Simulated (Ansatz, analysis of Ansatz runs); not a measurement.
# Cr on the Ga site in GaP: charge-transition level against experiment

Subject: Cr on the Ga site in GaP. Wanted: its charge-transition level, in one set-up (PBE, 64-site cell, measured lattice, 420 eV, k: the single point 1/4 1/4 1/4 then 2x2x2 shifted 0.5 0.5 0.5). The model is a cell of 64 host atoms with 1 Ga taken out and 1 Cr put in. The level is the Fermi energy at which two charge states have equal formation energy, after a correction for the images of the charge. The measured lattice removes the functional's error in the volume.

What was measured. (0/-1) level above the valence-band top: 1.125 eV at 4.2 K, by two-step excitation of photoluminescence (optical) (quoted in “Electronic structure of transition-atom impurities in GaP”, 1985, V. A. Singh and Alex Zunger, quoting earlier work (1982)). (+1/0) level above the valence-band top: 0.5 eV, by quenching data and EPR; photocapacitance (quoted in “Electronic structure of transition-atom impurities in GaP”, 1985, V. A. Singh and Alex Zunger, quoting earlier work (1978)). The calculation is set beside it at the end.

Calculated with Ansatz 0.2.0; plane-wave PAW DFT, PBE; relaxation of all atoms of a defect supercell.

Most raw output is cut from this account.

### 1. The structure

The cell holds 64 atoms: 31 Ga, 32 P and 1 Cr. Cell: a = 10.901 Å, b = 10.901 Å, c = 10.901 Å, α = 90.0°, β = 90.0°, γ = 90.0°. It derives from GaP (space group F-43m). Nearest the centre at fractional (0.500, 0.500, 0.500): Cr57 at 0.00 Å, P16 at 2.36 Å, P38 at 2.36 Å, P23 at 2.36 Å, P61 at 2.36 Å, Ga34 at 3.85 Å, Ga19 at 3.85 Å, Ga12 at 3.85 Å. The cell carries charge +1.

The host's primitive cell comes from a first run (plane-wave PAW DFT, PBE; relaxation of the host's atoms at the measured cell): vectors of 3.854, 3.854 and 3.854 Å. That is 20.24 Å³ an atom. The supercell is built on it.

### 2. Relaxation, charge +1

Every later number rests on the structure around the defect, so the atoms are relaxed at the host's lattice first.

relax0/input.yaml reads:

```yaml
relax:
  f_tol: 0.02
  max_steps: 80
  random_displacement: { amplitude: 0.05, seed: 570 }
crystal:
  lattice:
    - [10.901, 0.0, 0.0]
    - [0.0, 0.0, -10.901]
    - [0.0, 10.901, 0.0]
  atoms:
    - { symbol: Ga, position: [0.0, 0.0, 0.0] }
    - { symbol: Ga, position: [0.0, 0.25, 0.25] }
    - { symbol: Ga, position: [0.25, 0.0, 0.25] }
    - { symbol: Ga, position: [0.25, 0.25, 0.0] }
    - { symbol: P, position: [0.125, 0.125, 0.125] }
    - { symbol: P, position: [0.125, 0.375, 0.375] }
    - { symbol: P, position: [0.375, 0.125, 0.375] }
    - { symbol: P, position: [0.375, 0.375, 0.125] }
    - { symbol: Ga, position: [0.0, 0.0, 0.5] }
    - { symbol: Ga, position: [0.0, 0.25, 0.75] }
    - { symbol: Ga, position: [0.25, 0.0, 0.75] }
    - { symbol: Ga, position: [0.25, 0.25, 0.5] }
    - { symbol: P, position: [0.125, 0.125, 0.625] }
    - { symbol: P, position: [0.125, 0.375, 0.875] }
    - { symbol: P, position: [0.375, 0.125, 0.875] }
    - { symbol: P, position: [0.375, 0.375, 0.625] }
    - { symbol: Ga, position: [0.0, 0.5, 0.0] }
    - { symbol: Ga, position: [0.0, 0.75, 0.25] }
    - { symbol: Ga, position: [0.25, 0.5, 0.25] }
    - { symbol: Ga, position: [0.25, 0.75, 0.0] }
    - { symbol: P, position: [0.125, 0.625, 0.125] }
    - { symbol: P, position: [0.125, 0.875, 0.375] }
    - { symbol: P, position: [0.375, 0.625, 0.375] }
    - { symbol: P, position: [0.375, 0.875, 0.125] }
    - { symbol: Ga, position: [0.0, 0.5, 0.5] }
    - { symbol: Ga, position: [0.0, 0.75, 0.75] }
    - { symbol: Ga, position: [0.25, 0.5, 0.75] }
    - { symbol: Ga, position: [0.25, 0.75, 0.5] }
    - { symbol: P, position: [0.125, 0.625, 0.625] }
    - { symbol: P, position: [0.125, 0.875, 0.875] }
    - { symbol: P, position: [0.375, 0.625, 0.875] }
    - { symbol: P, position: [0.375, 0.875, 0.625] }
    - { symbol: Ga, position: [0.5, 0.0, 0.0] }
    - { symbol: Ga, position: [0.5, 0.25, 0.25] }
    - { symbol: Ga, position: [0.75, 0.0, 0.25] }
    - { symbol: Ga, position: [0.75, 0.25, 0.0] }
    - { symbol: P, position: [0.625, 0.125, 0.125] }
    - { symbol: P, position: [0.625, 0.375, 0.375] }
    - { symbol: P, position: [0.875, 0.125, 0.375] }
    - { symbol: P, position: [0.875, 0.375, 0.125] }
    - { symbol: Ga, position: [0.5, 0.0, 0.5] }
    - { symbol: Ga, position: [0.5, 0.25, 0.75] }
    - { symbol: Ga, position: [0.75, 0.0, 0.75] }
    - { symbol: Ga, position: [0.75, 0.25, 0.5] }
    - { symbol: P, position: [0.625, 0.125, 0.625] }
    - { symbol: P, position: [0.625, 0.375, 0.875] }
    - { symbol: P, position: [0.875, 0.125, 0.875] }
    - { symbol: P, position: [0.875, 0.375, 0.625] }
    - { symbol: Ga, position: [0.5, 0.5, 0.0] }
    - { symbol: Ga, position: [0.5, 0.75, 0.25] }
    - { symbol: Ga, position: [0.75, 0.5, 0.25] }
    - { symbol: Ga, position: [0.75, 0.75, 0.0] }
    - { symbol: P, position: [0.625, 0.625, 0.125] }
    - { symbol: P, position: [0.625, 0.875, 0.375] }
    - { symbol: P, position: [0.875, 0.625, 0.375] }
    - { symbol: P, position: [0.875, 0.875, 0.125] }
    - { symbol: Cr, position: [0.5, 0.5, 0.5], spin: 2.0 }
    - { symbol: Ga, position: [0.5, 0.75, 0.75] }
    - { symbol: Ga, position: [0.75, 0.5, 0.75] }
    - { symbol: Ga, position: [0.75, 0.75, 0.5] }
    - { symbol: P, position: [0.625, 0.625, 0.625] }
    - { symbol: P, position: [0.625, 0.875, 0.875] }
    - { symbol: P, position: [0.875, 0.625, 0.875] }
    - { symbol: P, position: [0.875, 0.875, 0.625] }
  host:
    repeats: [2, 2, 2]
    atoms:
      - { symbol: Ga, position: [0.0, 0.0, 0.0] }
      - { symbol: Ga, position: [0.0, 0.5, 0.5] }
      # ... 6 more atoms of the perfect host
total_charge: 1
basis:
  ecutwfc: 420
  xc_grid: 2
hamiltonian:
  xc: pbe
kpoints:
  mp_grid: { grid: [1, 1, 1], shift: [0.25, 0.25, 0.25] }
magnetization:
  spin_polarized: true
  initial_magnetization: 2
  spin_locking: { lock_magnetization: hard }
scf:
  occupations: { method: fermi_dirac, width: 0.01 }
  max_iter: 120
output:
  forces: true
  charged_corrections:
    epsilon: 10.37
    static_epsilon: 12.42
    defect_position: [0.5, 0.5, 0.5]
checkpoint:
  write: "../relax0.run"
  compress: false
  write_wavefunctions: true
  write_every: 100000
```

Run with:

```sh
> ansatz run input.yaml --threads 32 --pin off --max-ram 84787MiB --backend cuda --events-out ev --progress --plain --runs-dir out --max-vram 78GiB
```

Run time: 10 s. Hardware: 1 × NVIDIA GB200 with 32 threads of Arm Neoverse V2, shared host; peak memory 2 GiB; 32 s of CPU time.

Relaxation path:

| step | energy less that of the first step (eV) | largest force component (eV/Å) |
| --- | --- | --- |
| 1 | 0.0000 | 1.0137 |
| 2 | -0.8210 | 0.3545 |
| 3 | -0.8971 | 0.2227 |
| 4 | -0.9264 | 0.0338 |
| 5 | -0.9112 | 0.1385 |
| 6 | -0.9275 | 0.0089 |

Relaxation step 5 was tried and not accepted.

The atoms that moved most (Å, from the sites as typed, ahead of the random displacement, the mean shift of all atoms taken out):

```csv
atom,dx,dy,dz,length
P61,-0.076,-0.075,0.076,0.131
Cr57,-0.035,-0.034,0.035,0.060
P38,-0.017,0.037,-0.036,0.054
P16,0.037,-0.016,-0.036,0.054
P23,0.036,0.036,0.017,0.054
Ga42,0.029,0.011,0.004,0.031
Ga44,0.010,0.028,0.003,0.030
Ga50,0.028,-0.003,-0.010,0.030
```

Neighbours of Cr57 at the end:

| atom | distance (Å) |
| --- | --- |
| P61 | 2.289 |
| P16 | 2.289 |
| P23 | 2.289 |
| P38 | 2.290 |
| Ga12 | 3.806 |
| Ga19 | 3.806 |
| Ga34 | 3.806 |
| Ga27 | 3.863 |
| Ga50 | 3.864 |
| Ga28 | 3.864 |
| Ga44 | 3.864 |
| Ga51 | 3.864 |
| Ga42 | 3.865 |
| Ga59 | 3.888 |
| Ga60 | 3.888 |
| Ga58 | 3.889 |

Read from the output:

- free energy: -144866.2120 eV
- total moment: 2 μB
- integral of the absolute spin density: 2.909 μB
- spin contamination: 0.1559

The series, run alike:

```csv
run,outcome,energy less the first (eV),moment (μB),time
"relaxation, charge +1",converged,0.0000,2.00,10 s
"relaxation, charge 0",converged,7.4645,3.00,11 s
```

The relaxation ends 14 meV an atom lower than the displaced start, with a largest force component of 0.0089 eV/Å.

### 3. Relaxation, charge −1

The input displaces the atoms at random before the relaxation, so that it can leave a symmetric saddle if there is one.

relax2/input.yaml reads:

```yaml
relax:
  f_tol: 0.02
  max_steps: 80
  random_displacement: { amplitude: 0.05, seed: 570 }
crystal:
  lattice:
    - [10.901, 0.0, 0.0]
    - [0.0, 0.0, -10.901]
    - [0.0, 10.901, 0.0]
  atoms:
    - { symbol: Ga, position: [0.0, 0.0, 0.0] }
    - { symbol: Ga, position: [0.0, 0.25, 0.25] }
[... 9 atom lines left out ...]
    - { symbol: Ga, position: [0.25, 0.25, 0.5] }
[... 3 atom lines left out ...]
    - { symbol: P, position: [0.375, 0.375, 0.625] }
[... 2 atom lines left out ...]
    - { symbol: Ga, position: [0.25, 0.5, 0.25] }
[... 3 atom lines left out ...]
    - { symbol: P, position: [0.375, 0.625, 0.375] }
[... 10 atom lines left out ...]
    - { symbol: Ga, position: [0.5, 0.25, 0.25] }
[... 3 atom lines left out ...]
    - { symbol: P, position: [0.625, 0.375, 0.375] }
[... 3 atom lines left out ...]
    - { symbol: Ga, position: [0.5, 0.25, 0.75] }
[... 1 atom line left out ...]
    - { symbol: Ga, position: [0.75, 0.25, 0.5] }
[... 5 atom lines left out ...]
    - { symbol: Ga, position: [0.5, 0.75, 0.25] }
    - { symbol: Ga, position: [0.75, 0.5, 0.25] }
[... 5 atom lines left out ...]
    - { symbol: Cr, position: [0.5, 0.5, 0.5], spin: 4.0 }
[... 3 atom lines left out ...]
    - { symbol: P, position: [0.625, 0.625, 0.625] }
[... 2 atom lines left out ...]
    - { symbol: P, position: [0.875, 0.875, 0.625] }
  host:
    repeats: [2, 2, 2]
    atoms:
      - { symbol: Ga, position: [0.0, 0.0, 0.0] }
      - { symbol: Ga, position: [0.0, 0.5, 0.5] }
      # ... 6 more atoms of the perfect host
total_charge: -1
basis:
  ecutwfc: 420
  xc_grid: 2
hamiltonian:
  xc: pbe
kpoints:
  mp_grid: { grid: [1, 1, 1], shift: [0.25, 0.25, 0.25] }
magnetization:
  spin_polarized: true
  initial_magnetization: 4
  spin_locking: { lock_magnetization: hard }
scf:
  occupations: { method: fermi_dirac, width: 0.01 }
  max_iter: 120
output:
  forces: true
  charged_corrections:
    epsilon: 10.37
    static_epsilon: 12.42
    defect_position: [0.5, 0.5, 0.5]
checkpoint:
  write: "../relax2.run"
  compress: false
  write_wavefunctions: true
  write_every: 100000
```

It took 14 s on 1 × NVIDIA GB200 with 32 threads; peak memory 1.9 GiB; 44 s of CPU time.

Step by step:

```csv
step,energy less that of the first step (eV),largest force component (eV/Å)
1,0.0000,1.0476
2,-0.8460,0.3764
3,-0.8506,0.5219
4,-0.9471,0.0463
5,-0.9495,0.0209
6,-0.9499,0.0149
7,-0.9501,0.0126
8,-0.9503,0.0116
```

The atoms that moved most (Å, from the sites as typed, ahead of the random displacement, the mean shift of all atoms taken out):

```csv
atom,dx,dy,dz,length
P16,0.021,-0.069,-0.030,0.078
P23,-0.046,0.046,0.003,0.066
P38,0.005,0.038,0.046,0.060
Cr57,0.015,-0.050,-0.009,0.053
Ga50,-0.026,0.036,0.023,0.050
Ga42,-0.007,-0.039,-0.029,0.049
Ga51,-0.017,0.032,0.027,0.045
Ga27,0.023,-0.033,0.006,0.041
```

Neighbours of Cr57 at the end:

```
atom  distance (Å)
 P16         2.334
 P23         2.335
 P38         2.338
 P61         2.354
Ga50         3.771
Ga51         3.775
Ga34         3.815
Ga19         3.818
Ga60         3.828
Ga42         3.848
Ga27         3.860
Ga59         3.862
Ga58         3.865
Ga12         3.866
```

Numbers from this step:

* free energy: -144850.7916 eV
* total moment: 4.000 μB
* integral of the absolute spin density: 4.424 μB
* spin contamination: 0.09721

The relaxation ends 15 meV an atom lower than the displaced start, with a largest force component of 0.012 eV/Å.

### 4. Single point, charge +1

The relaxed structure is kept, and the final numbers are taken at the final level and k-points.

This step: plane-wave PAW DFT, PBE; single point of a defect supercell.

point0/input.yaml reads:

```yaml
crystal:
  lattice:
    - [10.901, 0.0, 0.0]
    - [0.0, 0.0, -10.901]
    - [0.0, 10.901, 0.0]
  atoms:
    - { symbol: Ga, position: [0.000455659, 0.000372802, 0.000288198] }
    - { symbol: Ga, position: [0.00081322, 0.250387598, 0.250281286] }
[... 9 atom lines left out ...]
    - { symbol: Ga, position: [0.250149183, 0.250157011, 0.499503258] }
[... 3 atom lines left out ...]
    - { symbol: P, position: [0.378641415, 0.378516345, 0.623634648] }
[... 2 atom lines left out ...]
    - { symbol: Ga, position: [0.25016939, 0.499481509, 0.250033992] }
[... 3 atom lines left out ...]
    - { symbol: P, position: [0.378552984, 0.623641454, 0.378469286] }
[... 3 atom lines left out ...]
    - { symbol: Ga, position: [0.249955944, 0.502779594, 0.750938002] }
[... 6 atom lines left out ...]
    - { symbol: Ga, position: [0.499518281, 0.250114504, 0.250105446] }
[... 3 atom lines left out ...]
    - { symbol: P, position: [0.623655574, 0.378554432, 0.37848895] }
[... 18 atom lines left out ...]
    - { symbol: Cr, position: [0.497007405, 0.497026337, 0.496976759], spin: 2.0 }
    - { symbol: Ga, position: [0.498921769, 0.749256722, 0.749233055] }
    - { symbol: Ga, position: [0.749283866, 0.498877291, 0.74911164] }
    - { symbol: Ga, position: [0.749233182, 0.749243709, 0.498923361] }
    - { symbol: P, position: [0.618243046, 0.618246278, 0.618244899] }
[... 2 atom lines left out ...]
    - { symbol: P, position: [0.873978603, 0.873930437, 0.625057997] }
  host:
    repeats: [2, 2, 2]
    atoms:
      - { symbol: Ga, position: [0.0, 0.0, 0.0] }
      - { symbol: Ga, position: [0.0, 0.5, 0.5] }
      # ... 6 more atoms of the perfect host
total_charge: 1
basis:
  ecutwfc: 420
  xc_grid: 2
hamiltonian:
  xc: pbe
kpoints:
  mp_grid: { grid: [2, 2, 2], shift: [0.5, 0.5, 0.5] }
magnetization:
  spin_polarized: true
  initial_magnetization: 2
  spin_locking: { lock_magnetization: hard }
scf:
  occupations: { method: fermi_dirac, width: 0.01 }
  max_iter: 120
output:
  forces: true
  charged_corrections:
    epsilon: 10.37
    static_epsilon: 12.42
    defect_position: [0.5, 0.5, 0.5]
  eigenvalues: true
checkpoint:
  read: "../relax0.run"
  write: "../point0.run"
  compress: false
  write_wavefunctions: true
  write_every: 100000
```

Wall time 4.5 s (1 × NVIDIA GB200 with 32 threads); peak memory 2.2 GiB.

Numbers from this step:

- free energy: -144866.1929 eV
- total moment: 2 μB
- integral of the absolute spin density: 2.820 μB
- spin contamination: 0.1515

The series, run alike:

```
                    run    outcome  energy less the first (eV)  moment (μB)   time
single point, charge +1  converged                      0.0000         2.00  4.5 s
 single point, charge 0  converged                      7.5273         3.00  3.6 s
```

### 5. Single point, charge −1

This step: plane-wave PAW DFT, PBE; single point of a defect supercell.

point2/input.yaml reads:

```yaml
crystal:
  lattice:
    - [10.901, 0.0, 0.0]
    - [0.0, 0.0, -10.901]
    - [0.0, 10.901, 0.0]
  atoms:
    - { symbol: Ga, position: [0.000209183, 0.000249351, 0.000330648] }
    - { symbol: Ga, position: [0.000629107, 0.250274618, 0.249940727] }
[... 13 atom lines left out ...]
    - { symbol: P, position: [0.377105222, 0.377978577, 0.618825574] }
[... 2 atom lines left out ...]
    - { symbol: Ga, position: [0.250316197, 0.502676205, 0.251503161] }
[... 3 atom lines left out ...]
    - { symbol: P, position: [0.370994211, 0.624963794, 0.379403285] }
[... 3 atom lines left out ...]
    - { symbol: Ga, position: [0.252306096, 0.499648394, 0.747066292] }
[... 10 atom lines left out ...]
    - { symbol: P, position: [0.625699799, 0.370970855, 0.378581127] }
[... 3 atom lines left out ...]
    - { symbol: Ga, position: [0.499618201, 0.252850723, 0.74653287] }
[... 7 atom lines left out ...]
    - { symbol: Ga, position: [0.497873588, 0.748124091, 0.253441478] }
    - { symbol: Ga, position: [0.74869355, 0.497710439, 0.253049052] }
[... 5 atom lines left out ...]
    - { symbol: Cr, position: [0.501564743, 0.501039801, 0.495571644], spin: 4.0 }
    - { symbol: Ga, position: [0.502906773, 0.749508569, 0.748457149] }
    - { symbol: Ga, position: [0.749604272, 0.502936758, 0.748571229] }
[... 1 atom line left out ...]
    - { symbol: P, position: [0.624006511, 0.624015989, 0.624122881] }
[... 2 atom lines left out ...]
    - { symbol: P, position: [0.875310045, 0.875471895, 0.625751576] }
  host:
    repeats: [2, 2, 2]
    atoms:
      - { symbol: Ga, position: [0.0, 0.0, 0.0] }
      - { symbol: Ga, position: [0.0, 0.5, 0.5] }
      # ... 6 more atoms of the perfect host
total_charge: -1
basis:
  ecutwfc: 420
  xc_grid: 2
hamiltonian:
  xc: pbe
kpoints:
  mp_grid: { grid: [2, 2, 2], shift: [0.5, 0.5, 0.5] }
magnetization:
  spin_polarized: true
  initial_magnetization: 4
  spin_locking: { lock_magnetization: hard }
scf:
  occupations: { method: fermi_dirac, width: 0.01 }
  max_iter: 120
output:
  forces: true
  charged_corrections:
    epsilon: 10.37
    static_epsilon: 12.42
    defect_position: [0.5, 0.5, 0.5]
  eigenvalues: true
checkpoint:
  read: "../relax2.run"
  write: "../point2.run"
  compress: false
  write_wavefunctions: true
  write_every: 100000
```

The job ended after 5.4 s (1 × NVIDIA GB200 with 32 threads; peak memory 2.2 GiB; 26 s of CPU time).

Numbers from this step:

```yaml
free_energy: -144850.7607 eV
smearing_term_ts: 0.002915 eV
total_moment: 4 μB
integral_of_the_absolute_spin_density: 4.357 μB
spin_contamination: 0.1153
```

### 6. Charge-transition levels

A charged cell feels its images and has its own zero of potential; this step corrects both and places the level between the host's band edges.

This step: place-levels on PBE runs: charge-transition levels with image-charge correction and potential alignment at the atomic sites.

levels.yaml reads:

```yaml
host:
  run: host.point.run
  levels_from: { run: edges.run }
states: [point0.run, point1.run, point2.run]
geometry_from:
  point0.run: relax0.run
  point1.run: relax1.run
  point2.run: relax2.run
  host.point.run: host.relax.run
```

Run with:

```sh
> ansatz place-levels levels.yaml -- --threads 32 --pin off --max-ram 84787MiB
```

The job ended after 0.26 s (32 threads).

Numbers from this step:

- gap: 1.591 eV

### 7. Outcome

| Property | Result |
| --- | --- |
| static dielectric constant used | 12.4 |
| band gap of the host | 1.59 eV |
| (plus 1/0) level above the valence-band top | 0.32 eV |
| (0/-1) level above the valence-band top | 0.94 eV |
| time of the whole chain | 60 s on 32 threads and a graphics card |

What this shows: (0/-1) level above the valence-band top: computed 0.94 eV, measured 1.125 eV; 0.18 eV below the measurement. (+1/0) level above the valence-band top: computed 0.32 eV, measured 0.5 eV; 0.18 eV below the measurement. The level is counted in a gap of 1.59 eV, and the correction is screened by a dielectric constant of 12.4 from a linear-response run on the host (PBE). Levels hang on the band edges, which semilocal functionals place too close together. The total moment is locked at the high-spin value, which doesn't force the spin onto the d shell; spin-orbit coupling, which lowers the gap of these hosts' heavier members, is left out. Limits: the total moment of each charge state is locked at an assumed value.

[Logs are printed without paths, hosts, clocks, repeated set-up lines and the standing remarks that a program may print on its own settings, such as how far it seeks lower states.]

[Hosts, paths, dates, database ids (printed as entryN), source tags and the programs' standing remarks are cut or masked in the printed files.]

[For some hosts the program warned that the k-mesh of the response run may be too coarse for force constants and the static dielectric constant; such warnings are not shown here.]
